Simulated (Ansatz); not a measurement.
# The perfect InSb wire along [110], 8 atoms a period, H-terminated

Wanted: the relaxed geometry and the bands of the InSb wire along [110], 8 atoms a period, H-terminated.

Program: Ansatz 0.2.0. Level of theory: DFT PBE, plane waves, PAW; relaxation of a wire's period; PAW set soft_1, in the first sound run; inputs show where later runs differ. Results are calculated unless marked as measured.

### 1. The starting structure

The cell holds 16 atoms: 4 Sb, 4 In and 8 H. Cell: a = 17.126 Å, b = 14.395 Å, c = 4.688 Å, α = 90.0°, β = 90.0°, γ = 90.0°. Vacuum lies along a and b. The structure's axis is c.

### 2. The relaxed wire

Band widths follow the bond lengths, so the wire is relaxed first. The atoms and the third cell vector are free; the box across stays fixed as vacuum. A Fermi-Dirac smearing is set since the result may be a metal. The pressure printed is a third of the stress's trace over the whole box, vacuum included; only the stress along the axis is relaxed.

input.yaml reads:

```yaml
crystal:
  lattice:
    - [17.126, 0.0, 0.0]
    - [0.0, 14.395, 0.0]
    - [0.0, 0.0, 4.6881179593]
  atoms:
    - { symbol: Sb, position: [0.355318433, 0.499994644, 0.0] }
    - { symbol: In, position: [0.452101102, 0.662833058, 0.0] }
    - { symbol: In, position: [0.452101102, 0.337156229, 0.0] }
    - { symbol: Sb, position: [0.742449111, 0.499994644, 0.0] }
    - { symbol: H, position: [0.801444964, 0.599256124, 0.0] }
    - { symbol: H, position: [0.801444964, 0.400733163, 0.0] }
    - { symbol: H, position: [0.198528553, 0.60095775, 0.5] }
    - { symbol: H, position: [0.198528553, 0.399031537, 0.5] }
    - { symbol: In, position: [0.258535763, 0.499994644, 0.5] }
    - { symbol: Sb, position: [0.548883772, 0.662833058, 0.5] }
    - { symbol: Sb, position: [0.548883772, 0.337156229, 0.5] }
    - { symbol: H, position: [0.607879625, 0.762094539, 0.5] }
    - { symbol: H, position: [0.607879625, 0.237894748, 0.5] }
    - { symbol: In, position: [0.645666442, 0.499994644, 0.5] }
    - { symbol: H, position: [0.392093892, 0.763796164, 0.0] }
    - { symbol: H, position: [0.392093892, 0.236193123, 0.0] }
kpoints:
  mp_grid: { grid: [1, 1, 18] }
scf:
  occupations: { method: fermi_dirac, width: 0.05 }
hamiltonian:
  xc: pbe
  pseudopotentials: { kind: paw, azcp: { folder: soft_1 } }
relax:
  cell: { fix: [a, b, alpha, beta, gamma] }
  max_steps: 45
  f_tol: 0.03
```

Command:

```bash
$ ansatz run input.yaml --threads 4 --pin off --max-ram 16384MiB --backend cpu --events-out ev --progress --plain --runs-dir out
```

Numbers of over 12 decimals in the logs are rounded to 6 here.

Log:

```text
Engine: ansatz 0.2.0, aarch64-unknown-linux-gnu
Pseudopotentials: kind: paw
Pseudopotential: Sb, paw, valence charge 15, recommended cutoff 420 eV (normal), soft_1/Sb.paw.azcp
Pseudopotential: In, paw, valence charge 13, recommended cutoff 420 eV (normal), soft_1/In.paw.azcp
Pseudopotential: H, paw, valence charge 1, recommended cutoff 420 eV (normal), soft_1/H.paw.azcp
Functional definition: PBE
  parameter kappa = 0.804
  parameter beta = 0.066725
  exchange = pbe_x(kappa = kappa, mu = beta*pi^2/3)
  correlation = pbe_c(beta = beta)
Crystal: 16 atoms, lattice volume = 1155.756 Å³
Basis set: ecut = 420 eV, 22555 PW (Γ), exchange–correlation on 240×200×64 points (8 copies of the dense FFT grid, shifted against one another)
Bands: 76, of which v1, the nominal top of the filled ones, is band 60 counted from 1 (59 counted from 0)
Symmetry: 4 space group operations
Space group: Pmm2 (ITA 25), of the structure as read, at distance tolerance 1.0e-4 Å
k-points: 10 of 18
Non-local potential: Sb, projectors of the file, l = 0: 2, l = 1: 2, l = 2: 2, l = 3: 1
Non-local potential: In, projectors of the file, l = 0: 2, l = 1: 2, l = 2: 2, l = 3: 1
Non-local potential: H, projectors of the file, l = 0: 2, l = 1: 1
PAW form: soft (Blöchl's): semilocal exchange-correlation on the pseudo side does not see the compensation charge
PAW one-centre angular grid: Sb, 590 points (default); XC on 64 Gauss nodes
PAW one-centre angular grid: In, 590 points (default); XC on 64 Gauss nodes
PAW one-centre angular grid: H, 110 points (default); XC on 64 Gauss nodes
Initial density: superposition of atomic densities (neutral atoms: chi_scale 0, normalization atom)
Initial wavefunctions: pseudopotential atomic-orbital guess
Functional: x = pbe(κ = 0.804, μ = 0.219515), c = pbe(β = 0.066725)
SCF iter   1: F=—  HF=-48456.022104 eV  |F-HF|=—  |Δ(HF+E_count)|=         —  Δρ=2.53e-2  dr2=9.86e0  ethr=3.10e-3  ⟨swp⟩=8.6  Hψ=3642  notcnv=0  defer=7
preconditioner: auto → Resta (q_TF=auto, 1.870 Å⁻¹)  ε∞=1.6  [insulator: Δε(μ)=1.523 eV  Ē_g=12.602 eV  σ=0.050 eV  W_gap=1.00  n_scr=128 (ndim 8)  ℏωp=9.8 eV  f_vac=0.611  D(μ)=0.00/eV (n_scr^D=0)  ε∞_Penn≈1.6  vacuum switching on, ρ_ref=1.2e-2 e/Å³]
SCF iter   2: F=—  HF=-48453.574804 eV  |F-HF|=—  |Δ(HF+E_count)|=    2.45e0  Δρ=9.24e-3  dr2=1.92e0  ethr=3.10e-3  ⟨swp⟩=3.3  Hψ=1388  notcnv=0  defer=100
SCF iter   3: F=—  HF=-48453.284297 eV  |F-HF|=—  |Δ(HF+E_count)|=   2.91e-1  Δρ=4.86e-3  dr2=6.06e-1  ethr=1.60e-3  ⟨swp⟩=3.7  Hψ=1167  notcnv=0  defer=77
SCF iter   4: F=—  HF=-48453.170904 eV  |F-HF|=—  |Δ(HF+E_count)|=   1.13e-1  Δρ=1.27e-3  dr2=2.82e-2  ethr=5.05e-4  ⟨swp⟩=3.6  Hψ=1166  notcnv=0  defer=76
SCF iter   5: F=—  HF=-48453.171713 eV  |F-HF|=—  |Δ(HF+E_count)|=   8.09e-4  Δρ=5.13e-4  dr2=4.58e-3  ethr=2.35e-5  ⟨swp⟩=2.2  Hψ=962  notcnv=0  defer=76
SCF iter   6: F=—  HF=-48453.171706 eV  |F-HF|=—  |Δ(HF+E_count)|=   7.18e-6  Δρ=2.15e-4  dr2=5.03e-4  ethr=3.82e-6  ⟨swp⟩=2.0  Hψ=1083  notcnv=0  defer=76
SCF iter   7: F=—  HF=-48453.171971 eV  |F-HF|=—  |Δ(HF+E_count)|=   2.65e-4  Δρ=6.12e-5  dr2=4.20e-5  ethr=4.19e-7  ⟨swp⟩=2.0  Hψ=877  notcnv=0  defer=76
SCF iter   8: F=—  HF=-48453.171953 eV  |F-HF|=—  |Δ(HF+E_count)|=   1.77e-5  Δρ=1.50e-5  dr2=7.65e-6  ethr=3.50e-8  ⟨swp⟩=2.0  Hψ=961  notcnv=0  defer=76
SCF iter   9: F=—  HF=-48453.171955 eV  |F-HF|=—  |Δ(HF+E_count)|=   2.30e-6  Δρ=6.81e-6  dr2=1.18e-6  ethr=6.38e-9  ⟨swp⟩=2.0  Hψ=833  notcnv=0  defer=76
SCF iter  10: F=-48453.171956 eV  HF=-48453.171956 eV  |F-HF|=1.18e-7  |Δ(HF+E_count)|=   5.26e-7  Δρ=2.63e-6  dr2=9.44e-8  ethr=8.33e-11  ⟨swp⟩=4.0  Hψ=2981  notcnv=0
SCF 1 converged in 10 iterations: F = -48453.171956 eV  dr2 = 9.44e-8
  greatest PAW one-centre occupation: 0.995 electrons in one spin orbital (limit 2), on the Sb atom at site 3 (counted from 0), in its partial waves of l = 2
relax step   1: F+E_penalty+E_count = -48453.17195580 eV  Δ(F+E_penalty+E_count) = +0.000e0 eV  max|allowed force component| = 7.824e-1 eV/Å  Δτ_max = 0.0000 Å  P = -0.267 GPa  Ω = 1155.756 Å³  fix = [a, b, alpha, beta, gamma]  reactions: a -0.353, b -0.797 GPa  (10 SCF iters, dr2 threshold 1.00e-7 eV, accepted)
Crystal: 16 atoms, lattice volume = 1162.584 Å³
Basis set: ecut = 420 eV, 22707 PW (Γ), exchange–correlation on 240×200×64 points (8 copies of the dense FFT grid, shifted against one another)
Initial density: handed on by an earlier stage of this run
Initial wavefunctions: those handed on with the density
iter 1 solved again at ethr=2.85e-4 eV; its pass at ethr=3.10e-3 eV (dr2=3.42e-1 eV) is discarded
SCF iter   1: F=—  HF=-48453.519484 eV  |F-HF|=—  |Δ(HF+E_count)|=         —  Δρ=4.90e-3  dr2=3.52e-1  ethr=2.85e-4  ⟨swp⟩=3.2  Hψ=3519  notcnv=0
preconditioner: auto → Resta (q_TF=auto, 1.869 Å⁻¹)  ε∞=1.6  [insulator: Δε(μ)=0.665 eV  Ē_g=12.607 eV  σ=0.050 eV  W_gap=1.00  n_scr=132 (ndim 8)  ℏωp=9.7 eV  f_vac=0.654  D(μ)=0.01/eV (n_scr^D=0)  ε∞_Penn≈1.6  vacuum switching on, ρ_ref=1.2e-2 e/Å³]
SCF iter   2: F=—  HF=-48453.448429 eV  |F-HF|=—  |Δ(HF+E_count)|=   7.11e-2  Δρ=2.55e-3  dr2=8.03e-2  ethr=2.85e-4  ⟨swp⟩=5.5  Hψ=1548  notcnv=0  defer=8
SCF iter   3: F=—  HF=-48453.439801 eV  |F-HF|=—  |Δ(HF+E_count)|=   8.63e-3  Δρ=1.16e-3  dr2=2.19e-2  ethr=6.69e-5  ⟨swp⟩=3.4  Hψ=1114  notcnv=0  defer=83
SCF iter   4: F=—  HF=-48453.437004 eV  |F-HF|=—  |Δ(HF+E_count)|=   2.80e-3  Δρ=2.74e-4  dr2=8.06e-4  ethr=1.82e-5  ⟨swp⟩=2.3  Hψ=949  notcnv=0  defer=90
SCF iter   5: F=—  HF=-48453.437067 eV  |F-HF|=—  |Δ(HF+E_count)|=   6.26e-5  Δρ=7.41e-5  dr2=7.35e-5  ethr=6.71e-7  ⟨swp⟩=2.0  Hψ=1128  notcnv=0  defer=90
SCF iter   6: F=—  HF=-48453.437095 eV  |F-HF|=—  |Δ(HF+E_count)|=   2.78e-5  Δρ=2.81e-5  dr2=2.64e-5  ethr=6.13e-8  ⟨swp⟩=2.6  Hψ=1145  notcnv=0  defer=90
SCF iter   7: F=—  HF=-48453.437095 eV  |F-HF|=—  |Δ(HF+E_count)|=   1.33e-7  Δρ=9.20e-6  dr2=2.20e-6  ethr=2.20e-8  ⟨swp⟩=2.1  Hψ=820  notcnv=0  defer=90
SCF iter   8: F=-48453.437095 eV  HF=-48453.437095 eV  |F-HF|=8.25e-8  |Δ(HF+E_count)|=   1.93e-7  Δρ=2.98e-6  dr2=1.01e-7  ethr=1.33e-9  ⟨swp⟩=4.1  Hψ=2407  notcnv=0
SCF 2 converged in 8 iterations: F = -48453.437095 eV  dr2 = 1.01e-7
relax step   2: F+E_penalty+E_count = -48453.43709483 eV  Δ(F+E_penalty+E_count) = -2.651e-1 eV  max|allowed force component| = 7.151e-1 eV/Å  Δτ_max = 0.1948 Å  P = +0.014 GPa  Ω = 1162.584 Å³  energy of the carried Pulay correction = -6.029e-4 eV  fix = [a, b, alpha, beta, gamma]  reactions: a -0.149, b +0.224 GPa  (8 SCF iters, dr2 threshold 1.60e-6 eV, accepted)
Crystal: 16 atoms, lattice volume = 1170.297 Å³
[...]
SCF iter   5: F=—  HF=-48453.516405 eV  |F-HF|=—  |Δ(HF+E_count)|=   1.69e-5  Δρ=4.63e-5  dr2=5.04e-5  ethr=2.02e-7  ⟨swp⟩=2.0  Hψ=1158  notcnv=0  defer=69
SCF iter   6: F=—  HF=-48453.516408 eV  |F-HF|=—  |Δ(HF+E_count)|=   2.67e-6  Δρ=2.04e-5  dr2=1.18e-5  ethr=4.20e-8  ⟨swp⟩=2.2  Hψ=924  notcnv=0  defer=69
SCF iter   7: F=-48453.516408 eV  HF=-48453.516408 eV  |F-HF|=4.01e-8  |Δ(HF+E_count)|=   3.20e-7  Δρ=5.86e-6  dr2=6.09e-7  ethr=1.33e-9  ⟨swp⟩=4.0  Hψ=2988  notcnv=0
SCF 3 converged in 7 iterations: F = -48453.516408 eV  dr2 = 6.09e-7
relax step   3: F+E_penalty+E_count = -48453.51640837 eV  Δ(F+E_penalty+E_count) = -7.931e-2 eV  max|allowed force component| = 2.336e-1 eV/Å  Δτ_max = 0.1570 Å  P = +0.142 GPa  Ω = 1170.297 Å³  energy of the carried Pulay correction = -1.280e-3 eV  fix = [a, b, alpha, beta, gamma]  reactions: a +0.111, b +0.078 GPa  (7 SCF iters, dr2 threshold 1.60e-6 eV, accepted)
[...]
relax step   4: F+E_penalty+E_count = -48453.54578596 eV  Δ(F+E_penalty+E_count) = -2.938e-2 eV  max|allowed force component| = 6.709e-2 eV/Å  Δτ_max = 0.1032 Å  P = +0.042 GPa  Ω = 1179.484 Å³  energy of the carried Pulay correction = -2.080e-3 eV  fix = [a, b, alpha, beta, gamma]  reactions: a -0.010, b +0.086 GPa  (7 SCF iters, dr2 threshold 1.60e-6 eV, accepted)
[...]
relax step   5: F+E_penalty+E_count = -48453.54831085 eV  Δ(F+E_penalty+E_count) = -2.525e-3 eV  max|allowed force component| = 1.792e-2 eV/Å  Δτ_max = 0.0489 Å  P = +0.002 GPa  Ω = 1183.620 Å³  energy of the carried Pulay correction = -2.438e-3 eV  fix = [a, b, alpha, beta, gamma]  reactions: a +0.003, b -0.007 GPa  (7 SCF iters, dr2 threshold 2.81e-7 eV, accepted)
Basis set: ecut = 420 eV, 23041 PW (Γ), exchange–correlation on 240×200×72 points (8 copies of the dense FFT grid, shifted against one another)
Initial wavefunctions: pseudopotential atomic-orbital guess (no wavefunctions were taken with the density)
iter 1 solved again at ethr=5.55e-7 eV; its pass at ethr=3.10e-3 eV (dr2=6.66e-4 eV) is discarded
SCF iter   1: F=—  HF=-48453.543897 eV  |F-HF|=—  |Δ(HF+E_count)|=         —  Δρ=8.00e-5  dr2=2.64e-6  ethr=5.55e-7  ⟨swp⟩=3.6  Hψ=5741  notcnv=0
preconditioner: auto → Resta (q_TF=auto, 1.863 Å⁻¹)  ε∞=1.6  [insulator: Δε(μ)=1.005 eV  Ē_g=12.665 eV  σ=0.050 eV  W_gap=1.00  n_scr=132 (ndim 8)  ℏωp=9.7 eV  f_vac=0.659  D(μ)=0.00/eV (n_scr^D=0)  ε∞_Penn≈1.6  vacuum switching on, ρ_ref=1.2e-2 e/Å³]
SCF iter   2: F=—  HF=-48453.548603 eV  |F-HF|=—  |Δ(HF+E_count)|=   4.71e-3  Δρ=4.01e-5  dr2=7.05e-7  ethr=2.20e-9  ⟨swp⟩=3.0  Hψ=1710  notcnv=0
SCF iter   3: F=—  HF=-48453.550918 eV  |F-HF|=—  |Δ(HF+E_count)|=   2.31e-3  Δρ=6.13e-6  dr2=3.98e-7  ethr=5.88e-10  ⟨swp⟩=4.0  Hψ=1618  notcnv=0
SCF iter   4: F=—  HF=-48453.550993 eV  |F-HF|=—  |Δ(HF+E_count)|=   7.55e-5  Δρ=1.86e-6  dr2=1.82e-8  ethr=3.31e-10  ⟨swp⟩=2.1  Hψ=969  notcnv=0
SCF iter   5: F=—  HF=-48453.551002 eV  |F-HF|=—  |Δ(HF+E_count)|=   8.87e-6  Δρ=6.12e-7  dr2=2.73e-9  ethr=1.52e-11  ⟨swp⟩=3.1  Hψ=1565  notcnv=0
SCF iter   6: F=—  HF=-48453.551004 eV  |F-HF|=—  |Δ(HF+E_count)|=   1.71e-6  Δρ=1.66e-7  dr2=1.02e-9  ethr=2.28e-12  ⟨swp⟩=2.6  Hψ=1048  notcnv=0
SCF iter   7: F=-48453.551004 eV  HF=-48453.551004 eV  |F-HF|=8.71e-9  |Δ(HF+E_count)|=   9.04e-8  Δρ=4.44e-8  dr2=6.12e-11  ethr=1.00e-12  ⟨swp⟩=4.0  Hψ=3049  notcnv=0
SCF 6 converged in 7 iterations: F = -48453.551004 eV  dr2 = 6.12e-11
relax step   6: F+E_penalty+E_count = -48453.55100381 eV  Δ(F+E_penalty+E_count) = -2.693e-3 eV  max|allowed force component| = 1.796e-2 eV/Å  Δτ_max = 0.0000 Å  P = +0.003 GPa  Ω = 1183.620 Å³  fix = [a, b, alpha, beta, gamma]  reactions: a +0.003, b -0.006 GPa  stress off target by 1.35e-2 GPa on what of the cell is left free  SCF on the basis re-selected at this cell (its energy is not comparable with the rows above)  (7 SCF iters)
basis re-selected at this cell: Δ(F+E_penalty+E_count) = -2.693e-3 eV, ΔP = +0.001 GPa vs the last step (what re-selecting the basis moved, of the pressure what is left beyond the Pulay correction that the steps carried, after the strain that the cell walked since its last selection, with what the two solves' SCF thresholds leave and, on support functions, any second-order correction that the steps lacked; it is no measure of the basis error at this ecutwfc). The dense FFT grid was sized anew with the basis: this SCF ran on 120×100×36 points, the steps before it on 120×100×32, so part of this shift can come from that change (see relax.cell in the input reference). [rest of the remark cut]
SCF converged after 7 iterations
Free energy (F): -48453.551004 eV
Harris-Foulkes:  -48453.551004 eV  (|F-HF|=8.71e-9)
Internal energy: -48453.550996 eV  (E = F + TS)
E sigma→0 (E₀):  -48453.551000 eV
Entropy (-TS):   -0.000007 eV (-0.000 meV/atom)
Fermi energy:    -1.519317 eV
--- Per-component energies (eV) ---
  E_band       = -2105.579146
  E_kinetic    = 1624.518218
  E_local      = -43214.800096  (includes V_loc(G=0)·N_el)
  E_nonlocal   = 2876.274709
  E_hartree    = 19984.623756
  E_xc         = -1027.740880
  E_vxc        = -798.641167  (∫ρ·V_xc dr)
  E_paw        = -35027.543092  (= ΣΔE_a)
  E_vpaw       = -2562.172584  (= ΣTr[D̂ρ^β])
  E_aug_tail   = -0.005820  (compensation charges beyond the density's cutoff)
  E_ewald      = 6331.122208
  E_smearing   = -0.000007  (= −TS)
  E_closure    = 0.000000  (closes the sum)
  Σ components = -48453.551004   (vs F -48453.551004, Δ=0.00e0)
--- Forces (eV/Å), atoms counted from 1 ---
  atom   1  Sb    -0.01796011     0.00000000     0.00000000
  atom   2  In     0.01271784     0.00649105     0.00000000
  atom   3  In     0.01271784    -0.00649105     0.00000000
  atom   4  Sb    -0.00687258     0.00000000     0.00000000
  atom   5  H      0.00797402     0.00638291     0.00000000
  atom   6  H      0.00797402    -0.00638291     0.00000000
  atom   7  H      0.00259026    -0.00146803     0.00000000
  atom   8  H      0.00259026     0.00146803     0.00000000
  atom   9  In    -0.00898045     0.00000000     0.00000000
  atom  10  Sb    -0.01092918    -0.01716350     0.00000000
  atom  11  Sb    -0.01092918     0.01716350     0.00000000
  atom  12  H      0.00752113    -0.01117504     0.00000000
  atom  13  H      0.00752113     0.01117504     0.00000000
  atom  14  In     0.01047210    -0.00000000     0.00000000
  atom  15  H     -0.00820298     0.00287927     0.00000000
  atom  16  H     -0.00820298    -0.00287927     0.00000000
  max |Σ_I F_I| component: 1.12e-6 eV/Å
--- Stress (GPa, compression-positive) ---
        0.003488       0.000000       0.000000
        0.000000      -0.006475       0.000000
        0.000000       0.000000       0.013477
  P = ⅓ Tr σ = 0.0035 GPa (0.035 kbar)
--- Relaxed structure (5 steps of the walk, 5 accepted, 1 SCFs on fresh bases) ---
  F+E_penalty+E_count = -48453.55100381 eV   max|allowed force component| = 1.796e-2 eV/Å   (the final SCF, on the basis selected at the relaxed cell)
  cell:  # Å, volume = 1183.6201 Å³
    - [17.126, 0.0, 0.0]
    - [0.0, 14.395, 0.0]
    - [0.0, 0.0, 4.801144]
  atoms:
    - { symbol: Sb, position: [0.355230, 0.500000, 0.0] }
    - { symbol: In, position: [0.445511, 0.662762, 0.0] }
    - { symbol: In, position: [0.445511, 0.337238, 0.0] }
    - { symbol: Sb, position: [0.733158, 0.500000, 0.0] }
    - { symbol: H, position: [0.799668, 0.588583, 0.0] }
    - { symbol: H, position: [0.799668, 0.411417, 0.0] }
    - { symbol: H, position: [0.212131, 0.608002, 0.5] }
    - { symbol: H, position: [0.212131, 0.391998, 0.5] }
    - { symbol: In, position: [0.257704, 0.500000, 0.5] }
    - { symbol: Sb, position: [0.542141, 0.658049, 0.5] }
    - { symbol: Sb, position: [0.542141, 0.341951, 0.5] }
    - { symbol: H, position: [0.607895, 0.748257, 0.5] }
    - { symbol: H, position: [0.607895, 0.251743, 0.5] }
    - { symbol: In, position: [0.638317, 0.500000, 0.5] }
    - { symbol: H, position: [0.402365, 0.772290, 0.0] }
    - { symbol: H, position: [0.402365, 0.227710, 0.0] }
```

Wall time 2.1 min (4 threads of Arm Neoverse V1, shared host); peak memory 2.3 GiB.

Step by step:

| step | energy less that of the first step (eV) | largest force component (eV/Å) | pressure (GPa) | volume (Å³) |
| --- | --- | --- | --- | --- |
| 1 | 0.0000 | 0.7824 | -0.27 | 1155.76 |
| 2 | -0.2651 | 0.7151 | 0.01 | 1162.58 |
| 3 | -0.3445 | 0.2336 | 0.14 | 1170.30 |
| 4 | -0.3738 | 0.0671 | 0.04 | 1179.48 |
| 5 | -0.3764 | 0.0179 | 0.00 | 1183.62 |
| 6* | -0.3790 | 0.0180 | 0.00 | 1183.62 |

Relaxation steps marked * repeat the geometry before them on a plane-wave basis chosen anew for their cell, so energy and pressure can jump there.

Forces are held to the 4 operations that the run works with; a distortion that breaks them can't arise in this run.

| cell as run | before | after | change |
| --- | --- | --- | --- |
| c (Å) | 4.688 | 4.801 | +2.4 % |

The atoms that moved most (Å, along periodic axes as changes of fractional coordinates times the final cell, across vacuum about the mean position):

| atom | dx | dy | dz | length |
| --- | --- | --- | --- | --- |
| H7 | 0.233 | 0.101 | 0.000 | 0.254 |
| H8 | 0.233 | -0.101 | 0.000 | 0.254 |
| H15 | 0.176 | 0.122 | 0.000 | 0.214 |
| H16 | 0.176 | -0.122 | 0.000 | 0.214 |
| H13 | 0.000 | 0.199 | 0.000 | 0.199 |
| H12 | 0.000 | -0.199 | 0.000 | 0.199 |
| Sb4 | -0.159 | 0.000 | 0.000 | 0.159 |
| H6 | -0.030 | 0.154 | 0.000 | 0.157 |

Numbers from this step:

```
cell length along the wire : 4.801 Å
```

The cell's length comes to 4.801 Å with spin left out.

(Part 1 of 3 ends here.)

[Logs are printed without paths, hosts, clocks, repeated set-up lines and the standing remarks that a program may print on its own settings, such as how far it seeks lower states.]

[Hosts, paths, dates, database ids (printed as entryN), source tags and the programs' standing remarks are cut or masked in the printed files.]
